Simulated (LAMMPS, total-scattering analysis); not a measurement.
# zinc-blende solid solution (Te0.20,Se0.80)Cd: Uiso of Te against temperature

Simulated by classical molecular dynamics (LAMMPS) with the Stillinger-Weber II-VI potential (Zhou et al., Phys. Rev. B 88, 085309 (2013)); 512 atoms, zero pressure, classical nuclei. Uiso is the variance of an atom's position about its mean, per direction. The potential was fitted to tetrahedral crystals; it favours four neighbours in the liquid and keeps the solid to temperatures at which the real compounds have long melted or sublimed.

| T (K) | Uiso of Te (Å²) |
| --- | --- |
| 200 | 0.0046 |
| 300 | 0.0066 |
| 520 | ? |
| 1200 | 0.0324 |
| 1380 | 0.0390 |

**Task.** Fit U/T against T with a straight line, read an effective Debye temperature from it, and predict the withheld row.

U/T in 10⁻⁵ Å²/K: 2.300 at 200 K, 2.200 at 300 K, 2.700 at 1200 K, 2.826 at 1380 K. The means are 770 K and 2.506; Σ(x − x̄)(y − ȳ) = 539.86 and Σ(x − x̄)² = 1.1028e+06, so the slope is 4.895e-04 per K and the intercept 2.130.

The intercept is the harmonic part: U = 3ħ²T/(M k θ²) with 3ħ²/(k u Å²) = 145.5 K and M = 127.60 u gives θ = √(145.5/(127.60 × 2.130×10⁻⁵)) = 231 K, an effective value for this element. The slope is the anharmonic part, expansion included: by 1380 K it adds 32 % to U.

At 520 K, U = 520 × (2.130 + 0.255)×10⁻⁵ = 0.0124 Å²; the run gave 0.0123, a miss of +0.8 %.
